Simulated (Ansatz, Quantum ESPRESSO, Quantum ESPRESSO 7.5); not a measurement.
**Al(111), 5 layers, one monolayer of H on top sites: vacuum level and surface dipole**

How much energy does it take to lift an electron out of Al(111), 5 layers, one monolayer of H on top sites, and how far do the settings matter?

Program: Quantum ESPRESSO 7.5. Level of theory: plane-wave DFT, PBE, GBRV ultrasoft pseudopotentials (geometry and cross-check by Ansatz 0.2.0 with PAW datasets; geometry under PBE). Results are calculated unless marked as measured.

**1. The structure**

The cell holds 6 atoms: 5 Al and 1 H. Cell: a = 2.864 Å, b = 2.864 Å, c = 28.353 Å, α = 90.0°, β = 90.0°, γ = 60.0°. It derives from Al. Vacuum lies along c.

**2. Geometry from Ansatz**

The geometry comes first, from a plane-wave PAW code, so that the later runs on this slab share one structure.

Input file input.yaml:

```yaml
crystal:
  lattice:
    - [2.8637824638, 0.0, 0.0]
    - [1.4318912319, 2.4801083646, 0.0]
    - [0.0, 0.0, 28.3530743609]
  atoms:
    - { symbol: Al, position: [0.6666666667, 0.6666666667, 0.2927372141] }
    - { symbol: Al, position: [0.0, 0.0, 0.3752068807] }
    - { symbol: Al, position: [0.3333333333, 0.3333333333, 0.4576765474] }
    - { symbol: Al, position: [0.6666666667, 0.6666666667, 0.540146214] }
    - { symbol: Al, position: [0.0, 0.0, 0.6226158806] }
    - { symbol: H, position: [0.0, 0.0, 0.6762255873] }
kpoints:
  mp_grid: { grid: [12, 12, 1] }
hamiltonian:
  xc: pbe
scf:
  occupations: { method: fermi_dirac, width: 0.1 }
  convergence: { dr2_threshold: 1.0e-08 }
efield:
  axis: 3
  dipole_correction: true
  ramp_position: 0.97
  ramp_width: 0.04
relax:
  f_tol: 0.01
  constraints: [{ sites: [0, 1, 2] }]
output:
  write_potential: true
  write_density: true
  volumetric_format: npy
```

The run is started by

```sh
ansatz run input.yaml --threads 2 --pin off --max-ram 4096MiB --backend cpu --events-out ev --progress --plain --runs-dir out
```

Numbers of over 12 decimals in the logs are rounded to 6 here.

The program printed:

```text
Engine: ansatz 0.2.0, x86_64-unknown-linux-gnu
Pseudopotentials: kind: paw
Pseudopotential: Al, paw, valence charge 3, recommended cutoff 420 eV (normal), Al.paw.azcp
Pseudopotential: H, paw, valence charge 1, recommended cutoff 420 eV (normal), H.paw.azcp
Functional definition: PBE
  parameter kappa = 0.804
  parameter beta = 0.066725
  exchange = pbe_x(kappa = kappa, mu = beta*pi^2/3)
  correlation = pbe_c(beta = beta)
Crystal: 6 atoms, lattice volume = 201.377 Å³
Basis set: ecut = 420 eV, 3959 PW (Γ), exchange–correlation on 40×40×384 points (8 copies of the dense FFT grid, shifted against one another)
Bands: 14, of which v1, the nominal top of the filled ones, is band 8 counted from 1 (7 counted from 0)
Symmetry: 6 space group operations
Space group: P3m1 (ITA 156), of the structure as read, at distance tolerance 5.9e-5 Å
k-points: 19 of 144 (time reversal used)
Non-local potential: Al, projectors of the file, l = 0: 2, l = 1: 2, l = 2: 1
Non-local potential: H, projectors of the file, l = 0: 2, l = 1: 1
PAW form: soft (Blöchl's): semilocal exchange-correlation on the pseudo side does not see the compensation charge
PAW one-centre angular grid: Al, 110 points (default); XC on 64 Gauss nodes
PAW one-centre angular grid: H, 110 points (default); XC on 64 Gauss nodes
Initial density: superposition of atomic densities (neutral atoms: chi_scale 0, normalization atom), corrected by the library's trained network
Initial wavefunctions: pseudopotential atomic-orbital guess
Functional: x = pbe(κ = 0.804, μ = 0.219515), c = pbe(β = 0.066725)
SCF iter   1: F=—  HF=-2702.295025 eV  |F-HF|=—  |Δ(HF+E_count)|=         —  Δρ=2.90e-3  dr2=7.87e-1  ethr=1.77e-3  p=-0.076 e·Å  D=-6.85e-2 V/Å  ΔV_dip=1.94 eV  dr2_dipole=3.31e-1  V_vac-E_F(+/−)=5.82/3.88 eV  ⟨swp⟩=8.9  Hψ=2248  notcnv=0
efield: sawtooth ramp at fractional position 0.9700 (set: `efield.ramp_position`, or a place that a band, a saddle search or an elastic batch's reference lends), width 0.0400; the density the first Hamiltonian is built on has a dipole p = -0.076 e·Å; the dipole correction subtracts the counter field D = -6.85e-2 V/Å, which shifts the + side's vacuum level by +1.94 eV against the − side's; the planar-averaged density in the ramp window peaks in size at 9.6e-6 e/Å³
preconditioner: auto → LDOS  [metal: Δε(μ)=0.224 eV  Ē_g=7.025 eV  σ=0.100 eV  W_gap=0.47  n_scr=16 (ndim 8)  ℏωp=10.5 eV  f_vac=0.482  D(μ)=1.60/eV (n_scr^D=10)  β→1.0]
SCF iter   2: F=—  HF=-2702.278646 eV  |F-HF|=—  |Δ(HF+E_count)|=   1.64e-2  Δρ=1.26e-3  dr2=1.32e-1  ethr=1.77e-3  p=-0.065 e·Å  D=-5.85e-2 V/Å  ΔV_dip=1.66 eV  dr2_dipole=5.64e-2  V_vac-E_F(+/−)=5.72/4.06 eV  ⟨swp⟩=1.6  Hψ=447  notcnv=0  defer=6
SCF iter   3: F=—  HF=-2702.274879 eV  |F-HF|=—  |Δ(HF+E_count)|=   3.77e-3  Δρ=1.92e-4  dr2=3.54e-4  ethr=8.24e-4  p=-0.069 e·Å  D=-6.19e-2 V/Å  ΔV_dip=1.75 eV  dr2_dipole=8.41e-5  V_vac-E_F(+/−)=5.78/4.03 eV  ⟨swp⟩=1.4  Hψ=279  notcnv=0  defer=7
SCF iter   4: F=—  HF=-2702.274865 eV  |F-HF|=—  |Δ(HF+E_count)|=   1.41e-5  Δρ=5.27e-5  dr2=1.52e-5  ethr=2.21e-6  p=-0.069 e·Å  D=-6.16e-2 V/Å  ΔV_dip=1.75 eV  dr2_dipole=3.39e-7  V_vac-E_F(+/−)=5.77/4.02 eV  ⟨swp⟩=2.2  Hψ=450  notcnv=0  defer=7
SCF iter   5: F=—  HF=-2702.274877 eV  |F-HF|=—  |Δ(HF+E_count)|=   1.22e-5  Δρ=1.30e-5  dr2=9.40e-7  ethr=9.50e-8  p=-0.069 e·Å  D=-6.17e-2 V/Å  ΔV_dip=1.75 eV  dr2_dipole=1.08e-7  V_vac-E_F(+/−)=5.77/4.02 eV  ⟨swp⟩=2.8  Hψ=440  notcnv=0  defer=7
SCF iter   6: F=—  HF=-2702.274890 eV  |F-HF|=—  |Δ(HF+E_count)|=   1.30e-5  Δρ=3.38e-6  dr2=4.64e-8  ethr=5.88e-9  p=-0.069 e·Å  D=-6.17e-2 V/Å  ΔV_dip=1.75 eV  dr2_dipole=2.04e-8  V_vac-E_F(+/−)=5.77/4.02 eV  ⟨swp⟩=2.6  Hψ=435  notcnv=0  defer=7
SCF iter   7: F=-2702.274890 eV  HF=-2702.274890 eV  |F-HF|=7.29e-9  |Δ(HF+E_count)|=   8.88e-8  Δρ=6.81e-7  dr2=2.29e-9  ethr=6.25e-11  p=-0.069 e·Å  D=-6.17e-2 V/Å  ΔV_dip=1.75 eV  dr2_dipole=1.75e-11  V_vac-E_F(+/−)=5.77/4.02 eV  ⟨swp⟩=10.2  Hψ=1766  notcnv=0
SCF 1 converged in 7 iterations: F = -2702.274890 eV  dr2 = 2.29e-9
  greatest PAW one-centre occupation: 0.461 electrons in one spin orbital (limit 2), on the Al atom at site 0 (counted from 0), in its partial waves of l = 0
relax step   1: F+E_penalty+E_count = -2702.27488995 eV  Δ(F+E_penalty+E_count) = +0.000e0 eV  max|allowed force component| = 1.383e0 eV/Å  Δτ_max = 0.0000 Å  (7 SCF iters, accepted)
Initial density: handed on by an earlier stage of this run
Initial wavefunctions: those handed on with the density
iter 1 solved again at ethr=4.61e-4 eV; its pass at ethr=3.10e-3 eV (dr2=7.38e-2 eV) is discarded
SCF iter   1: F=—  HF=-2702.335874 eV  |F-HF|=—  |Δ(HF+E_count)|=         —  Δρ=4.01e-3  dr2=9.44e-2  ethr=4.61e-4  p=-0.069 e·Å  D=-6.17e-2 V/Å  ΔV_dip=1.75 eV  dr2_dipole=9.49e-3  V_vac-E_F(+/−)=5.80/4.06 eV  ⟨swp⟩=1.7  Hψ=1467  notcnv=0  defer=6
efield: sawtooth ramp at fractional position 0.9700 (set: `efield.ramp_position`, or a place that a band, a saddle search or an elastic batch's reference lends), width 0.0400; the density the first Hamiltonian is built on has a dipole p = -0.069 e·Å; the dipole correction subtracts the counter field D = -6.17e-2 V/Å, which shifts the + side's vacuum level by +1.75 eV against the − side's; the planar-averaged density in the ramp window peaks in size at 1.9e-6 e/Å³
eigensolver tolerance schedule calibrated: the retry pair's looser diagonalisation under-reported the residual by θ = 0.22 (0.26/decade); ethr = c·dr2/N_el runs at the constant in force after the calibration composes with the one it found (an armed cap, an earlier calibration), c = 1.4e-2
preconditioner: auto → LDOS  [metal: Δε(μ)=0.194 eV  Ē_g=7.049 eV  σ=0.100 eV  W_gap=0.39  n_scr=16 (ndim 8)  ℏωp=10.5 eV  f_vac=0.486  D(μ)=1.60/eV (n_scr^D=10)  β→1.0]
SCF iter   2: F=—  HF=-2702.327064 eV  |F-HF|=—  |Δ(HF+E_count)|=   8.81e-3  Δρ=1.05e-3  dr2=3.32e-2  ethr=8.49e-5  p=-0.067 e·Å  D=-6.02e-2 V/Å  ΔV_dip=1.71 eV  dr2_dipole=8.58e-3  V_vac-E_F(+/−)=5.75/4.04 eV  ⟨swp⟩=3.1  Hψ=550  notcnv=0  defer=6
SCF iter   3: F=—  HF=-2702.325382 eV  |F-HF|=—  |Δ(HF+E_count)|=   1.68e-3  Δρ=2.81e-4  dr2=4.69e-4  ethr=2.98e-5  p=-0.069 e·Å  D=-6.20e-2 V/Å  ΔV_dip=1.76 eV  dr2_dipole=1.22e-5  V_vac-E_F(+/−)=5.81/4.05 eV  ⟨swp⟩=2.4  Hψ=414  notcnv=0  defer=6
SCF iter   4: F=—  HF=-2702.325338 eV  |F-HF|=—  |Δ(HF+E_count)|=   4.45e-5  Δρ=1.10e-4  dr2=1.22e-4  ethr=4.22e-7  p=-0.069 e·Å  D=-6.22e-2 V/Å  ΔV_dip=1.76 eV  dr2_dipole=2.32e-6  V_vac-E_F(+/−)=5.82/4.06 eV  ⟨swp⟩=3.3  Hψ=572  notcnv=0  defer=6
[...]
preconditioner: auto → LDOS  [metal: Δε(μ)=0.201 eV  Ē_g=7.030 eV  σ=0.100 eV  W_gap=0.41  n_scr=16 (ndim 8)  ℏωp=10.5 eV  f_vac=0.482  D(μ)=1.61/eV (n_scr^D=10)  β→1.0]
SCF iter   2: F=—  HF=-2702.330779 eV  |F-HF|=—  |Δ(HF+E_count)|=   7.49e-4  Δρ=3.11e-4  dr2=3.04e-3  ethr=5.33e-5  p=-0.072 e·Å  D=-6.46e-2 V/Å  ΔV_dip=1.83 eV  dr2_dipole=9.90e-4  V_vac-E_F(+/−)=5.88/4.05 eV  ⟨swp⟩=2.3  Hψ=523  notcnv=0  defer=7
SCF iter   3: F=—  HF=-2702.330591 eV  |F-HF|=—  |Δ(HF+E_count)|=   1.89e-4  Δρ=4.09e-5  dr2=2.44e-5  ethr=1.90e-5  p=-0.071 e·Å  D=-6.39e-2 V/Å  ΔV_dip=1.81 eV  dr2_dipole=1.65e-6  V_vac-E_F(+/−)=5.86/4.05 eV  ⟨swp⟩=1.7  Hψ=313  notcnv=0  defer=7
SCF iter   4: F=—  HF=-2702.330612 eV  |F-HF|=—  |Δ(HF+E_count)|=   2.12e-5  Δρ=1.97e-5  dr2=2.00e-6  ethr=1.53e-7  p=-0.071 e·Å  D=-6.36e-2 V/Å  ΔV_dip=1.80 eV  dr2_dipole=3.71e-8  V_vac-E_F(+/−)=5.85/4.04 eV  ⟨swp⟩=2.3  Hψ=434  notcnv=0  defer=7
SCF iter   5: F=—  HF=-2702.330625 eV  |F-HF|=—  |Δ(HF+E_count)|=   1.31e-5  Δρ=4.19e-6  dr2=6.23e-8  ethr=1.25e-8  p=-0.071 e·Å  D=-6.37e-2 V/Å  ΔV_dip=1.81 eV  dr2_dipole=5.37e-10  V_vac-E_F(+/−)=5.85/4.04 eV  ⟨swp⟩=2.3  Hψ=386  notcnv=0  defer=7
SCF iter   6: F=—  HF=-2702.330625 eV  |F-HF|=—  |Δ(HF+E_count)|=   6.16e-8  Δρ=1.25e-6  dr2=1.36e-8  ethr=6.25e-11  p=-0.071 e·Å  D=-6.37e-2 V/Å  ΔV_dip=1.81 eV  dr2_dipole=1.63e-9  V_vac-E_F(+/−)=5.85/4.04 eV  ⟨swp⟩=10.4  Hψ=1771  notcnv=0
SCF iter   7: F=-2702.330625 eV  HF=-2702.330625 eV  |F-HF|=3.88e-9  |Δ(HF+E_count)|=   1.10e-8  Δρ=2.80e-7  dr2=4.17e-10  ethr=6.25e-11  p=-0.071 e·Å  D=-6.37e-2 V/Å  ΔV_dip=1.81 eV  dr2_dipole=7.10e-11  V_vac-E_F(+/−)=5.85/4.04 eV  ⟨swp⟩=9.0  Hψ=1525  notcnv=0
SCF 3 converged in 7 iterations: F = -2702.330625 eV  dr2 = 4.17e-10
relax step   3: F+E_penalty+E_count = -2702.33062485 eV  Δ(F+E_penalty+E_count) = -5.186e-3 eV  max|allowed force component| = 2.443e-2 eV/Å  Δτ_max = 0.0390 Å  (7 SCF iters, accepted)
SCF iter   1: F=—  HF=-2702.330684 eV  |F-HF|=—  |Δ(HF+E_count)|=         —  Δρ=2.36e-4  dr2=3.57e-4  ethr=1.66e-5  p=-0.071 e·Å  D=-6.37e-2 V/Å  ΔV_dip=1.81 eV  dr2_dipole=6.61e-5  V_vac-E_F(+/−)=5.85/4.04 eV  ⟨swp⟩=2.4  Hψ=702  notcnv=0  defer=7
efield: sawtooth ramp at fractional position 0.9700 (set: `efield.ramp_position`, or a place that a band, a saddle search or an elastic batch's reference lends), width 0.0400; the density the first Hamiltonian is built on has a dipole p = -0.071 e·Å; the dipole correction subtracts the counter field D = -6.37e-2 V/Å, which shifts the + side's vacuum level by +1.81 eV against the − side's; the planar-averaged density in the ramp window peaks in size at 1.6e-6 e/Å³
preconditioner: auto → LDOS  [metal: Δε(μ)=0.201 eV  Ē_g=7.033 eV  σ=0.100 eV  W_gap=0.41  n_scr=16 (ndim 8)  ℏωp=10.5 eV  f_vac=0.482  D(μ)=1.61/eV (n_scr^D=10)  β→1.0]
SCF iter   2: F=—  HF=-2702.330654 eV  |F-HF|=—  |Δ(HF+E_count)|=   2.99e-5  Δρ=5.94e-5  dr2=1.22e-4  ethr=2.23e-6  p=-0.071 e·Å  D=-6.40e-2 V/Å  ΔV_dip=1.82 eV  dr2_dipole=3.66e-5  V_vac-E_F(+/−)=5.86/4.04 eV  ⟨swp⟩=1.9  Hψ=487  notcnv=0  defer=7
SCF iter   3: F=—  HF=-2702.330649 eV  |F-HF|=—  |Δ(HF+E_count)|=   5.51e-6  Δρ=8.72e-6  dr2=8.79e-7  ethr=7.65e-7  p=-0.071 e·Å  D=-6.39e-2 V/Å  ΔV_dip=1.81 eV  dr2_dipole=5.95e-13  V_vac-E_F(+/−)=5.85/4.04 eV  ⟨swp⟩=1.6  Hψ=297  notcnv=0  defer=7
SCF iter   4: F=—  HF=-2702.330661 eV  |F-HF|=—  |Δ(HF+E_count)|=   1.17e-5  Δρ=4.30e-6  dr2=7.59e-8  ethr=5.49e-9  p=-0.071 e·Å  D=-6.38e-2 V/Å  ΔV_dip=1.81 eV  dr2_dipole=7.62e-10  V_vac-E_F(+/−)=5.85/4.04 eV  ⟨swp⟩=3.0  Hψ=521  notcnv=0  defer=7
SCF iter   5: F=-2702.330661 eV  HF=-2702.330661 eV  |F-HF|=1.75e-8  |Δ(HF+E_count)|=   4.34e-8  Δρ=8.63e-7  dr2=2.80e-9  ethr=6.25e-11  p=-0.071 e·Å  D=-6.38e-2 V/Å  ΔV_dip=1.81 eV  dr2_dipole=1.35e-10  V_vac-E_F(+/−)=5.85/4.04 eV  ⟨swp⟩=9.9  Hψ=1729  notcnv=0
SCF 4 converged in 5 iterations: F = -2702.330661 eV  dr2 = 2.80e-9
  greatest PAW one-centre occupation: 0.462 electrons in one spin orbital (limit 2), on the Al atom at site 0 (counted from 0), in its partial waves of l = 0
relax step   4: F+E_penalty+E_count = -2702.33066071 eV  Δ(F+E_penalty+E_count) = -3.585e-5 eV  max|allowed force component| = 4.547e-3 eV/Å  Δτ_max = 0.0061 Å  (5 SCF iters, accepted)
NSCF: frozen V_eff on 19 k-points
the band table was solved once a step of the walk had ended and its energy, with any forces and stress, was formed, with the checks that follow a solve (2697 applications of the Hamiltonian). They found nothing against the state; the energy, forces and stress were not computed again (output.eigenvalues in the input reference)
WARN: The input density's exchange-correlation potential varies sharply where the density is thin. Do not read a vacuum level from v_tot or v_xc, or from such a field of the output density. On a cell that repeats whose density bears no net charge and no dipole along the vacuum's axis use v_es (v_loc + v_h of the components); under efield.dipole_correction with no amplitude use v_es + v_field, which holds any external [...]
SCF converged after 5 iterations
Free energy (F): -2702.330661 eV
Harris-Foulkes:  -2702.330661 eV  (|F-HF|=1.75e-8)
Internal energy: -2702.274172 eV  (E = F + TS)
E sigma→0 (E₀):  -2702.302416 eV
Entropy (-TS):   -0.056489 eV (-9.415 meV/atom)
Fermi energy:    0.369665 eV
Dipole field:    D = -0.063822 V/Å  (p = -0.071027 e·Å, saw-weighted, corrected)
Work function:   Φ+ = 5.8525 eV   Φ− = 4.0429 eV
Levels:          The Fermi level and band energies are counted from a zero that moves with the ramp; work functions are not
--- Per-component energies (eV) ---
  E_band       = -60.982345
  E_kinetic    = 124.721769
  E_local      = -4862.870624  (includes V_loc(G=0)·N_el)
  E_nonlocal   = 53.516173
  E_hartree    = 2398.550621
  E_xc         = -205.825427
  E_vxc        = -153.905575  (∫ρ·V_xc dr)
  E_paw        = -2337.268048  (= ΣΔE_a)
  E_vpaw       = -18.993832  (= ΣTr[D̂ρ^β])
  E_aug_tail   = -0.001140  (compensation charges beyond the density's cutoff)
  E_efield     = 0.002267  (sawtooth field / dipole correction)
  E_vefield    = -0.549058  (∫n·V_field dr)
  E_ewald      = 2126.900238
  E_smearing   = -0.056489  (= −TS)
  E_closure    = -0.000000  (closes the sum)
  Σ components = -2702.330661   (vs F -2702.330661, Δ=0.00e0)
--- Forces (eV/Å), atoms counted from 1 ---
  atom   1  Al     0.00000000     0.00000000    -0.01550702
  atom   2  Al    -0.00000000     0.00000000     0.08976012
  atom   3  Al     0.00000000    -0.00000000    -0.07478804
  atom   4  Al    -0.00000000    -0.00000000     0.00454673
  atom   5  Al     0.00000000    -0.00000000    -0.00292383
  atom   6  H     -0.00000000    -0.00000000    -0.00108286
  max |Σ_I F_I| component: 5.10e-6 eV/Å
--- Band table (eV; the first three rows and the last of 19) ---
  k-point 0: bands = [... 4 lower, -5.5794, -3.7632, -1.5264, 0.8466, 3.1172, 4.4328, 5.3560, 6.1185, ... 2 higher]
  k-point 1: bands = [... 4 lower, -5.4230, -3.6146, -1.3814, 0.9868, 3.2614, 4.5903, 5.5158, 6.2649, ... 2 higher]
  k-point 2: bands = [... 4 lower, -4.9581, -3.1725, -0.9555, 1.3889, 3.6514, 5.0053, 5.6038, 5.9223, ... 2 higher]
  k-point 18: bands = [... 4 lower, -2.1113, -2.0611, -1.7290, -1.1737, -0.9412, -0.6490, 0.2082, 1.1067, ... 2 higher]
--- Relaxed structure (4 steps of the walk, 4 accepted, 0 SCFs on fresh bases) ---
  F+E_penalty+E_count = -2702.33066071 eV   max|allowed force component| = 4.547e-3 eV/Å
  atoms:
    - { symbol: Al, position: [0.666667, 0.666667, 0.292737] }
    - { symbol: Al, position: [0.0, 0.0, 0.375207] }
    - { symbol: Al, position: [0.333333, 0.333333, 0.4576765474] }
    - { symbol: Al, position: [0.666667, 0.666667, 0.540293] }
    - { symbol: Al, position: [0, 0, 0.619934] }
    - { symbol: H, position: [0, 0, 0.676531] }
```

It took 5.5 s on 2 threads of Intel Xeon 6975P-C (Granite Rapids), shared host; peak memory 0.44 GiB; 10 s of CPU time.

Relaxation path:

```csv
step,energy less that of the first step (eV),largest force component (eV/Å)
1,0.0000,1.3828
2,-0.0505,0.3444
3,-0.0557,0.0244
4,-0.0558,0.0045
```

Forces are held to the 6 operations that the run works with; a distortion that breaks them can't arise in this run.

The atoms that moved most (Å):

| atom | dx | dy | dz | length |
| --- | --- | --- | --- | --- |
| Al5 | 0.000 | 0.000 | -0.076 | 0.076 |
| H6 | 0.000 | 0.000 | 0.009 | 0.009 |

Final coordinates:

```xyz
6
Lattice="2.8638 0.0000 0.0000 1.4319 2.4801 0.0000 0.0000 0.0000 28.3531" Properties=species:S:1:pos:R:3
Al    2.8638    1.6534    8.3000
Al    0.0000    0.0000   10.6383
Al    1.4319    0.8267   12.9765
Al    2.8638    1.6534   15.3190
Al    0.0000    0.0000   17.5770
H     0.0000    0.0000   19.1817
```

The relaxation lowers the energy by 9 meV an atom. Held were the atoms numbered 1, 2 and 3; the forces quoted are those on the free ones.

Numbers from this step:

* free energy: -2702.3307 eV
* energy at zero smearing: -2702.3024 eV
* smearing term TS: 0.05649 eV
* Fermi energy: 0.3697 eV
* symmetry operations: 6
* work function of the upper face: 5.853 eV
* work function of the lower face: 4.043 eV
* dipole along the normal: -0.07103 e·Å

(Part 1 of 6 ends here.)

[Logs are printed without paths, hosts, clocks, repeated set-up lines and the standing remarks that a program may print on its own settings, such as how far it seeks lower states.]

[Hosts, paths, dates, database ids (printed as entryN), source tags and the programs' standing remarks are cut or masked in the printed files.]

[Maps of the electrostatic potential energy from Ansatz leave out the sawtooth potential of an applied field or a dipole correction, so their vacuum need not be flat; planar profiles and work functions include it.]
